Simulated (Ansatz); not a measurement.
# Sr on Ta(110): change of the work function, part 2 of 5

Aim: the work function of Ta(110) at several coverages of Sr (shortbridge site), and the dipole that each adsorbate carries.

Ansatz 0.2.0; plane-wave DFT, PBEsol, Ansatz PAW.

So far, work function, upper face (eV): step 2 (the clean slab) 4.82.

### Step 3. Adsorbate added, coverage 0.25 ML

System of this step: Sr/Ta(110). The cell holds 17 atoms: 16 Ta and 1 Sr. Its edges and angles: a = 5.733 Å, b = 5.733 Å, c = 28.382 Å, α = 90.0°, β = 90.0°, γ = 70.5°. Vacuum lies along c.

The clean slab as it ended is repeated in the plane and the adsorbate is set on one face; the cell's size fixes the coverage, and the k-mesh shrinks with it to keep the sampling density about even. Adsorbate and upper layers relax, since the dipole depends on the height.

Contents of input.yaml:

```yaml
crystal:
  lattice:
    - [4.6810468914, -3.31, 0.0]
    - [4.6810468914, 3.31, 0.0]
    - [0.0, 0.0, 28.3823835106]
  atoms:
    - { symbol: Ta, position: [0.0, 0.0, 0.3170981041] }
    - { symbol: Ta, position: [0.25, 0.25, 0.3995620538] }
    - { symbol: Ta, position: [0.0, 0.0, 0.480310962] }
    - { symbol: Ta, position: [0.25, 0.25, 0.5576691452] }
    - { symbol: Ta, position: [0.0, 0.5, 0.3170981041] }
    - { symbol: Ta, position: [0.25, 0.75, 0.3995620538] }
    - { symbol: Ta, position: [0.0, 0.5, 0.480310962] }
    - { symbol: Ta, position: [0.25, 0.75, 0.5576691452] }
    - { symbol: Ta, position: [0.5, 0.0, 0.3170981041] }
    - { symbol: Ta, position: [0.75, 0.25, 0.3995620538] }
    - { symbol: Ta, position: [0.5, 0.0, 0.480310962] }
    - { symbol: Ta, position: [0.75, 0.25, 0.5576691452] }
    - { symbol: Ta, position: [0.5, 0.5, 0.3170981041] }
    - { symbol: Ta, position: [0.75, 0.75, 0.3995620538] }
    - { symbol: Ta, position: [0.5, 0.5, 0.480310962] }
    - { symbol: Ta, position: [0.75, 0.75, 0.5576691452] }
    - { symbol: Sr, position: [0.0, 0.25, 0.6829018959] }
kpoints:
  mp_grid: { grid: [6, 6, 1] }
hamiltonian:
  xc: pbesol
scf:
  occupations: { method: fermi_dirac, width: 0.1 }
  convergence: { dr2_threshold: 1.0e-08 }
efield:
  axis: 3
  dipole_correction: true
  ramp_position: 0.97
  ramp_width: 0.06
relax:
  f_tol: 0.02
  max_steps: 60
  constraints: [{ sites: [0, 1, 4, 5, 8, 9, 12, 13] }]
output:
  bader: true
  dos: { projected: true, e_range: [-8, 4] }
  write_potential: true
  write_density: true
  volumetric_format: npy
  elf: true
```

On the command line:

```
ansatz run input.yaml --threads 4 --pin off --max-ram 6144MiB --backend cpu --events-out ev --progress --plain --runs-dir out
```

Numbers of over 12 decimals in the logs are rounded to 6 here.

What it wrote:

```text
[...]
Crystal: 17 atoms, lattice volume = 879.528 Å³
Basis set: ecut = 420 eV, 17279 PW (Γ), exchange–correlation on 80×80×384 points (8 copies of the dense FFT grid, shifted against one another)
Bands: 131, of which v1, the nominal top of the filled ones, is band 109 counted from 1 (108 counted from 0)
Symmetry: 2 space group operations
[...]
k-points: 20 of 36
[...]
SCF iter   1: F=—  HF=-160386.886812 eV  |F-HF|=—  |Δ(HF+E_count)|=         —  Δρ=6.80e-3  dr2=2.19e1  ethr=1.77e-3  p=0.551 e·Å  D=1.13e-1 V/Å  ΔV_dip=-3.22 eV  dr2_dipole=1.57e1  V_vac-E_F(+/−)=2.06/5.27 eV  ⟨swp⟩=18.6  Hψ=17526  notcnv=0
[...]
SCF iter  11: F=-160386.577378 eV  HF=-160386.577378 eV  |F-HF|=1.31e-9  |Δ(HF+E_count)|=   2.32e-8  Δρ=2.54e-7  dr2=2.07e-9  ethr=4.59e-12  p=0.362 e·Å  D=7.45e-2 V/Å  ΔV_dip=-2.12 eV  dr2_dipole=1.01e-9  V_vac-E_F(+/−)=2.79/4.90 eV  ⟨swp⟩=14.2  Hψ=20850  notcnv=0
SCF 1 converged in 11 iterations: F = -160386.577378 eV  dr2 = 2.07e-9
[...]
relax step   1: F+E_penalty+E_count = -160386.57737839 eV  Δ(F+E_penalty+E_count) = +0.000e0 eV  max|allowed force component| = 1.174e0 eV/Å  Δτ_max = 0.0000 Å  (11 SCF iters, accepted)
[...]
SCF iter  11: F=-160386.796067 eV  HF=-160386.796067 eV  |F-HF|=9.02e-10  |Δ(HF+E_count)|=   5.03e-9  Δρ=2.61e-7  dr2=1.95e-9  ethr=4.59e-12  p=0.393 e·Å  D=8.08e-2 V/Å  ΔV_dip=-2.29 eV  dr2_dipole=3.12e-10  V_vac-E_F(+/−)=2.60/4.89 eV  ⟨swp⟩=10.8  Hψ=18364  notcnv=0
SCF 2 converged in 11 iterations: F = -160386.796067 eV  dr2 = 1.95e-9
relax step   2: F+E_penalty+E_count = -160386.79606712 eV  Δ(F+E_penalty+E_count) = -2.187e-1 eV  max|allowed force component| = 1.176e0 eV/Å  Δτ_max = 0.1789 Å  (11 SCF iters, accepted)
SCF iter   1: F=—  HF=-160387.061910 eV  |F-HF|=—  |Δ(HF+E_count)|=         —  Δρ=2.68e-3  dr2=5.19e-1  ethr=2.17e-3  p=0.393 e·Å  D=8.08e-2 V/Å  ΔV_dip=-2.29 eV  dr2_dipole=1.13e-2  V_vac-E_F(+/−)=2.61/4.90 eV  ⟨swp⟩=6.2  Hψ=6242  notcnv=0
[...]
SCF iter  11: F=-160387.047335 eV  HF=-160387.047335 eV  |F-HF|=5.24e-10  |Δ(HF+E_count)|=   1.52e-8  Δρ=3.49e-7  dr2=3.91e-9  ethr=4.59e-12  p=0.427 e·Å  D=8.78e-2 V/Å  ΔV_dip=-2.49 eV  dr2_dipole=3.82e-11  V_vac-E_F(+/−)=2.39/4.88 eV  ⟨swp⟩=12.9  Hψ=20062  notcnv=0
SCF 3 converged in 11 iterations: F = -160387.047335 eV  dr2 = 3.91e-9
relax step   3: F+E_penalty+E_count = -160387.04733472 eV  Δ(F+E_penalty+E_count) = -2.513e-1 eV  max|allowed force component| = 8.951e-1 eV/Å  Δτ_max = 0.1951 Å  (11 SCF iters, accepted)
[...]
relax step   4: F+E_penalty+E_count = -160387.18942967 eV  Δ(F+E_penalty+E_count) = -1.421e-1 eV  max|allowed force component| = 4.169e-1 eV/Å  Δτ_max = 0.1981 Å  (11 SCF iters, accepted)
[...]
relax step   5: F+E_penalty+E_count = -160387.23420350 eV  Δ(F+E_penalty+E_count) = -4.477e-2 eV  max|allowed force component| = 1.567e-1 eV/Å  Δτ_max = 0.1535 Å  (10 SCF iters, accepted)
[...]
relax step   6: F+E_penalty+E_count = -160387.23773880 eV  Δ(F+E_penalty+E_count) = -3.535e-3 eV  max|allowed force component| = 7.176e-2 eV/Å  Δτ_max = 0.0358 Å  (9 SCF iters, accepted)
SCF iter   1: F=—  HF=-160387.239062 eV  |F-HF|=—  |Δ(HF+E_count)|=         —  Δρ=3.25e-4  dr2=1.07e-2  ethr=2.73e-5  p=0.488 e·Å  D=1.00e-1 V/Å  ΔV_dip=-2.85 eV  dr2_dipole=2.74e-3  V_vac-E_F(+/−)=2.03/4.88 eV  ⟨swp⟩=2.1  Hψ=4094  notcnv=0
[...]
SCF iter   7: F=-160387.238791 eV  HF=-160387.238791 eV  |F-HF|=6.84e-9  |Δ(HF+E_count)|=   2.89e-8  Δρ=5.10e-7  dr2=7.95e-9  ethr=4.59e-12  p=0.486 e·Å  D=1.00e-1 V/Å  ΔV_dip=-2.84 eV  dr2_dipole=3.18e-9  V_vac-E_F(+/−)=2.04/4.88 eV  ⟨swp⟩=13.2  Hψ=22723  notcnv=0
SCF 7 converged in 7 iterations: F = -160387.238791 eV  dr2 = 7.95e-9
relax step   7: F+E_penalty+E_count = -160387.23879098 eV  Δ(F+E_penalty+E_count) = -1.052e-3 eV  max|allowed force component| = 6.072e-3 eV/Å  Δτ_max = 0.0102 Å  (7 SCF iters, accepted)
NSCF: frozen V_eff on 20 k-points
[...]
WARN: The output density's exchange-correlation potential varies sharply where the density is thin. Do not read a vacuum level from v_tot or v_xc, or from such a field of the output density. On a cell that repeats whose density bears no net charge and no dipole along the vacuum's axis use v_es (v_loc + v_h of the components); under efield.dipole_correction with no amplitude use v_es + v_field, which holds any externa [...]
SCF converged after 7 iterations
Free energy (F): -160387.238791 eV
[...]
Internal energy: -160386.514362 eV  (E = F + TS)
E sigma→0 (E₀):  -160386.876576 eV
Entropy (-TS):   -0.724429 eV (-42.613 meV/atom)
Fermi energy:    4.431215 eV
Dipole field:    D = 0.100055 V/Å  (p = 0.486324 e·Å, saw-weighted, corrected)
Work function:   Φ+ = 2.0386 eV   Φ− = 4.8784 eV
[...]
--- Forces (eV/Å), atoms counted from 1 ---
  atom   1  Ta    -0.00344736     0.01456261     0.72692454
  atom   2  Ta     0.01225101     0.00797918    -0.73630223
  atom   3  Ta     0.00054865     0.00405782    -0.00119546
  atom   4  Ta     0.00607199     0.00175748    -0.00071552
  atom   5  Ta     0.00344736    -0.01456261     0.72692454
  atom   6  Ta     0.01754756     0.01052857    -0.68946389
  atom   7  Ta    -0.00054865    -0.00405782    -0.00119546
  atom   8  Ta    -0.00336580     0.00409373     0.00247455
  atom   9  Ta     0.00407201     0.01237191     0.69762001
  atom  10  Ta    -0.01225101    -0.00797918    -0.73630223
  atom  11  Ta     0.00315974    -0.00215689     0.00044310
  atom  12  Ta    -0.00607199    -0.00175748    -0.00071552
  atom  13  Ta    -0.00407201    -0.01237191     0.69762001
  atom  14  Ta    -0.01754756    -0.01052857    -0.68946389
  atom  15  Ta    -0.00315974     0.00215689     0.00044310
  atom  16  Ta     0.00336580    -0.00409373     0.00247455
  atom  17  Sr     0.00000000    -0.00000000     0.00046723
  max |Σ_I F_I| component: 3.74e-5 eV/Å
--- Band table (eV; the first three rows and the last of 20) ---
  k-point 0: bands = [... 105 lower, 4.5298, 4.6179, 4.8330, 4.9028, 5.0738, 5.2689, 5.3350, 5.3636, ... 18 higher]
  k-point 1: bands = [... 105 lower, 4.3353, 4.4839, 4.6772, 4.8263, 4.8696, 4.9735, 5.1263, 5.1632, ... 18 higher]
  k-point 2: bands = [... 105 lower, 4.1326, 4.2024, 4.2091, 4.2469, 4.3839, 4.4406, 4.4746, 4.5698, ... 18 higher]
  k-point 19: bands = [... 105 lower, 4.2956, 4.4975, 4.4996, 4.5361, 4.5672, 4.5829, 4.6212, 4.7923, ... 18 higher]
--- Relaxed structure (7 steps of the walk, 7 accepted, 0 SCFs on fresh bases) ---
  F+E_penalty+E_count = -160387.23879098 eV   max|allowed force component| = 6.072e-3 eV/Å
  atoms:
    - { symbol: Ta, position: [0.0, 0.0, 0.3170981041] }
    - { symbol: Ta, position: [0.25, 0.25, 0.399562] }
    - { symbol: Ta, position: [0.00207637, -0.00199454, 0.480208] }
    - { symbol: Ta, position: [0.249735, 0.252363, 0.556613] }
    - { symbol: Ta, position: [-5.551115123125783e-17, 0.5, 0.3170981041] }
    - { symbol: Ta, position: [0.25, 0.75, 0.399562] }
    - { symbol: Ta, position: [-0.00207637, 0.501995, 0.480208] }
    - { symbol: Ta, position: [0.247319, 0.754154, 0.561014] }
    - { symbol: Ta, position: [0.5, -5.551115123125783e-17, 0.3170981041] }
    - { symbol: Ta, position: [0.75, 0.25, 0.399562] }
    - { symbol: Ta, position: [0.502405, -0.00210998, 0.480303] }
    - { symbol: Ta, position: [0.750265, 0.247637, 0.556613] }
    - { symbol: Ta, position: [0.5, 0.5, 0.3170981041] }
    - { symbol: Ta, position: [0.75, 0.75, 0.399562] }
    - { symbol: Ta, position: [0.497595, 0.502110, 0.480303] }
    - { symbol: Ta, position: [0.752681, 0.745846, 0.561014] }
    - { symbol: Sr, position: [-2.7755575615628914e-17, 0.25, 0.656434] }
--- Bader charges: 17 sites ---
  site symbol  charge [e]  shift [e]
     0     Ta     -0.0998     0.0000
     1     Ta      0.0953     0.0000
     2     Ta      0.0834     0.0000
     3     Ta     -0.3942     0.0000
     4     Ta     -0.0998     0.0000
     5     Ta      0.1043     0.0000
     6     Ta      0.0834     0.0000
     7     Ta     -0.2395     0.0000
     8     Ta     -0.0995     0.0000
     9     Ta      0.0953     0.0000
    10     Ta      0.0869     0.0000
    11     Ta     -0.3943     0.0000
    12     Ta     -0.0995     0.0000
    13     Ta      0.1042     0.0000
    14     Ta      0.0869     0.0000
    15     Ta     -0.2395     0.0000
    16     Sr      0.9263     0.0000
  estimated error of the sums over rays = 7.2e-4 e
```

Run time: 11 min. Hardware: 4 threads of Arm Neoverse V1, shared host; peak memory 3.7 GiB; 42 min of CPU time.

Relaxation path:

| step | energy less that of the first step (eV) | largest force component (eV/Å) |
| --- | --- | --- |
| 1 | 0.0000 | 1.1737 |
| 2 | -0.2187 | 1.1763 |
| 3 | -0.4700 | 0.8951 |
| 4 | -0.6121 | 0.4169 |
| 5 | -0.6568 | 0.1567 |
| 6 | -0.6604 | 0.0718 |
| 7 | -0.6614 | 0.0061 |

Forces are held to the 2 operations that the run works with; a distortion that breaks them can't arise in this run.

The atoms that moved most (Å):

| atom | dx | dy | dz | length |
| --- | --- | --- | --- | --- |
| Sr17 | 0.000 | 0.000 | -0.751 | 0.751 |
| Ta8 | 0.007 | 0.023 | 0.095 | 0.098 |
| Ta16 | -0.007 | -0.023 | 0.095 | 0.098 |
| Ta4 | 0.010 | 0.009 | -0.030 | 0.033 |
| Ta12 | -0.010 | -0.009 | -0.030 | 0.033 |
| Ta15 | -0.001 | 0.015 | 0.000 | 0.015 |
| Ta11 | 0.001 | -0.015 | 0.000 | 0.015 |
| Ta7 | 0.000 | 0.013 | -0.003 | 0.014 |

Final coordinates:

```cif
data_structure
_symmetry_space_group_name_H-M 'P 1'
_symmetry_Int_Tables_number 1
_cell_length_a 5.7331
_cell_length_b 5.7331
_cell_length_c 28.3824
_cell_angle_alpha 90.000
_cell_angle_beta 90.000
_cell_angle_gamma 70.529
_cell_volume 879.53
loop_
_atom_site_label
_atom_site_type_symbol
_atom_site_fract_x
_atom_site_fract_y
_atom_site_fract_z
_atom_site_occupancy
Ta1 Ta 0.00000 0.00000 0.31710 1
Ta2 Ta 0.25000 0.25000 0.39956 1
Ta3 Ta 0.00208 0.99801 0.48021 1
Ta4 Ta 0.24973 0.25236 0.55661 1
Ta5 Ta 0.00000 0.50000 0.31710 1
Ta6 Ta 0.25000 0.75000 0.39956 1
Ta7 Ta 0.99792 0.50199 0.48021 1
Ta8 Ta 0.24732 0.75415 0.56101 1
Ta9 Ta 0.50000 0.00000 0.31710 1
Ta10 Ta 0.75000 0.25000 0.39956 1
Ta11 Ta 0.50240 0.99789 0.48030 1
Ta12 Ta 0.75027 0.24764 0.55661 1
Ta13 Ta 0.50000 0.50000 0.31710 1
Ta14 Ta 0.75000 0.75000 0.39956 1
Ta15 Ta 0.49760 0.50211 0.48030 1
Ta16 Ta 0.75268 0.74585 0.56101 1
Sr17 Sr 0.00000 0.25000 0.65643 1
```

This step gave:

- energy at zero smearing: -160386.8766 eV
- work function, upper face: 2.039 eV
- work function, lower face: 4.878 eV
- dipole along the normal: 0.4863 e·Å
- step between the vacuum levels: -2.840 eV

Running mean over 2.341 Å of the planar mean; the ramp of the sawtooth is left out. The electron's electrostatic potential energy less the Fermi level by z:

z (Å), electron's electrostatic potential energy less the Fermi level (eV) and a bar from the least value:
```
        4        4.9 ##############################
        5        4.9 ##############################
        6        4.7 ##############################
        7        3.0 ###########################
        8       -5.1 ###########
        9      -10.0 ##
       10       -9.9 ##
       11       -9.9 ##
       12      -10.2 #
       13      -10.2 #
       14      -10.3 #
       15      -10.9 
       16       -9.9 ##
       17       -4.8 ###########
       18       -1.7 ##################
       19       -2.0 #################
       20        0.1 #####################
       21        1.7 ########################
       22        1.9 ########################
       23        2.0 #########################
       24        2.0 #########################
       25        2.0 #########################
```

The density of states has structure finer than the step of the table below, so its rows give means over 0.2 eV, whole bins alone (the curve runs from -8 to 1.77 eV). Peaks (eV: height): -1.53: 36.0, -1.29: 36.0, -1.20: 31.8, -1.05: 29.9, -0.81: 27.5, -0.30: 34.1, 0.12: 26.7.

Table of density of states by energy, zero at the Fermi level; means over each step:

| energy (eV) | density of states (states/eV a cell) |
| --- | --- |
| -7.8 | 0 |
| -7.6 | 0.0448 |
| -7.4 | 0.793 |
| -7.2 | 0.808 |
| -7.0 | 0.878 |
| -6.8 | 0.946 |
| -6.6 | 0.926 |
| -6.4 | 1.07 |
| -6.2 | 2.02 |
| -6.0 | 2.35 |
| -5.8 | 2.24 |
| -5.6 | 2.80 |
| -5.4 | 1.68 |
| -5.2 | 1.51 |
| -5.0 | 3.89 |
| -4.8 | 4.72 |
| -4.6 | 3.79 |
| -4.4 | 6.35 |
| -4.2 | 8.10 |
| -4.0 | 10.9 |
| -3.8 | 11.7 |
| -3.6 | 8.36 |
| -3.4 | 13.5 |
| -3.2 | 15.6 |
| -3.0 | 18.9 |
| -2.8 | 15.4 |
| -2.6 | 10.4 |
| -2.4 | 12.8 |
| -2.2 | 7.82 |
| -2.0 | 8.37 |
| -1.8 | 9.90 |
| -1.6 | 28.6 |
| -1.4 | 30.4 |
| -1.2 | 28.2 |
| -1.0 | 24.8 |
| -0.8 | 23.9 |
| -0.6 | 20.9 |
| -0.4 | 28.5 |
| -0.2 | 25.2 |
| 0.0 | 22.5 |
| 0.2 | 18.8 |
| 0.4 | 15.6 |
| 0.6 | 14.5 |
| 0.8 | 15.2 |
| 1.0 | 17.4 |
| 1.2 | 12.4 |
| 1.4 | 13.1 |
| 1.6 | 12.7 |

Projected DOS per atom over height of the atomic layer and energy from the Fermi level. Layers: Ta4 Ta4 Ta4 Ta4 Sr from below.

Ten even steps from '_' (0.00 states/eV) to '@' (1.92 states/eV), each cell a mean:
```
==....--__
--::::++__
==::::++--
**==--++::
@@****%%..
@@**++**__
@@####@@..
**%%@@@@++
::..::--..
--------__
==++++==__
--==++==__
::--==--__
..::--::__
........__
__________
__________
__________
__________
__________
__________
__________
```
Columns: height of the atomic layer (Å) from 9 to 18.6 (not evenly spaced); rows upwards: energy from the Fermi level (eV) from -7.96 to 1.75.

ELF in the ca plane at fractional y = 0.248, with atoms of Ta and Sr within 0.2 Å of it. It is the smooth field of the valence electrons, not physical close to the nuclei.

Ten even steps from '0' (0.00) to '9' (0.85), each cell a mean:
```
44543223455333554333342597489521355421000000
44423674245434533575321279997311344321000000
45337767435445535767621126763101333210000000
55338327525545537516722111110001222100000000
45337767435445535767622321000011111000000000
45423664245434543565212333211111110000000000
44543233455434554333234444322211100000000000
44553334565333554333344444332211000000000000
34532443355334543343223443322111100000000000
45425776335434534777412332110111110000000000
55337537535545537636722210000011221100000000
55337537525545536636721113431001232110000000
45425886335444534787421159985211344210000000
44532343355434542343232499899411344321000000
44554334565333565434552694179621355421000000
```
Columns run along c (16.0 Å, from fractional 0.33 to 0.89 of the cell), rows up along a (5.7 Å). Atoms in or near the plane, at fractional coordinates: Ta at (0.40, 0.25), Ta at (0.56, 0.25), Ta at (0.40, 0.75), Ta at (0.56, 0.75), Sr at (0.66, 0.00).

Electrostatic potential energy in the ca plane at fractional y = 0.248, with atoms of Ta and Sr within 0.2 Å of it. With pseudopotentials it is smooth inside the atoms' cores, unlike the true potential.

Values in eV, 8 rows by 16 columns, each cell a mean:
```
  4  -3 -11   4   3   3 -11  -2  -8 -58 -14   5   7   7   7   7
  5 -26 -53  -2   5  -3 -54 -23   2  -5   1   6   7   7   7   8
  4 -20 -43   0   5  -1 -44 -18   6   6   6   7   7   7   7   8
  4   2  -3   5   2   4  -3   2   7   8   7   7   7   7   7   8
  4  -2 -11   4   3   3 -11  -2   7   7   7   7   7   7   7   8
  5 -26 -53  -2   5  -3 -55 -24   5   4   5   6   7   7   7   8
  4 -20 -43   0   5  -1 -44 -18   0 -16  -1   5   7   7   7   8
  4   2  -3   5   2   5  -3   2 -13 -68 -19   5   7   7   7   7
```
Columns run along c (16.0 Å, from fractional 0.33 to 0.89 of the cell; values clipped at the 3rd and 97th percentile), rows up along a (5.7 Å). Atoms in or near the plane, at fractional coordinates: Ta at (0.40, 0.25), Ta at (0.56, 0.25), Ta at (0.40, 0.75), Ta at (0.56, 0.75), Sr at (0.66, 0.00).

Valence density in the ca plane at fractional y = 0.248, with atoms of Ta and Sr within 0.2 Å of it. It is the smooth field of the valence electrons, not physical close to the nuclei.

Ten even steps from '0' (0.0 e/Å³) to '9' (4.3 e/Å³), each cell a mean:
```
00000010000000000010000145552000000000000000
00001442100000001343100013421000000000000000
00015997200000013898300000100000000000000000
00017999300000015989500000000000000000000000
00015996200000013898300000000000000000000000
00001342100000001343100000000000000000000000
00000010000000000010000000000000000000000000
00000000000000000000000000000000000000000000
00001121000000000121000000000000000000000000
00013774100000002676200000000000000000000000
00016998300000015999400000000000000000000000
00016998300000014999400000000000000000000000
00013774100000002675200012210000000000000000
00000111000000000121000035541000000000000000
00000000000000000000000145452000000000000000
```
Columns run along c (16.0 Å, from fractional 0.33 to 0.89 of the cell), rows up along a (5.7 Å). Atoms in or near the plane, at fractional coordinates: Ta at (0.40, 0.25), Ta at (0.56, 0.25), Ta at (0.40, 0.75), Ta at (0.56, 0.75), Sr at (0.66, 0.00).

The relaxation took 7 steps and lowered the energy by 0.66 eV; the largest force on the free atoms ends at 0.0061 eV/Å.

By hand: a sheet of dipoles makes a step −p/(ε₀A) in the electron's potential. With e/ε₀ = 180.95 V·Å, p = 0.4863 e·Å and A = 30.99 Å², that is −180.95 × (0.4863) / 30.99 = -2.840 eV, and the two vacuum levels of the run differ by -2.840 eV.

The covered face has 2.04 eV, -2.78 eV against the clean one; the bare back face has moved by -0.04 eV, a measure of how thin the slab is.

[end of part 2 of 5]

[Logs are printed without paths, hosts, clocks, repeated set-up lines and the standing remarks that a program may print on its own settings, such as how far it seeks lower states.]

[Hosts, paths, dates, database ids (printed as entryN), source tags and the programs' standing remarks are cut or masked in the printed files.]

[Maps of the electrostatic potential energy from Ansatz leave out the sawtooth potential of an applied field or a dipole correction, so their vacuum need not be flat; planar profiles and work functions include it.]

[The density of states shown here was stored with 400 of the rows of the run's finer table, so its peaks can read low, often by over a quarter, or be missed, and its means over a window can be off by a tenth or more.]
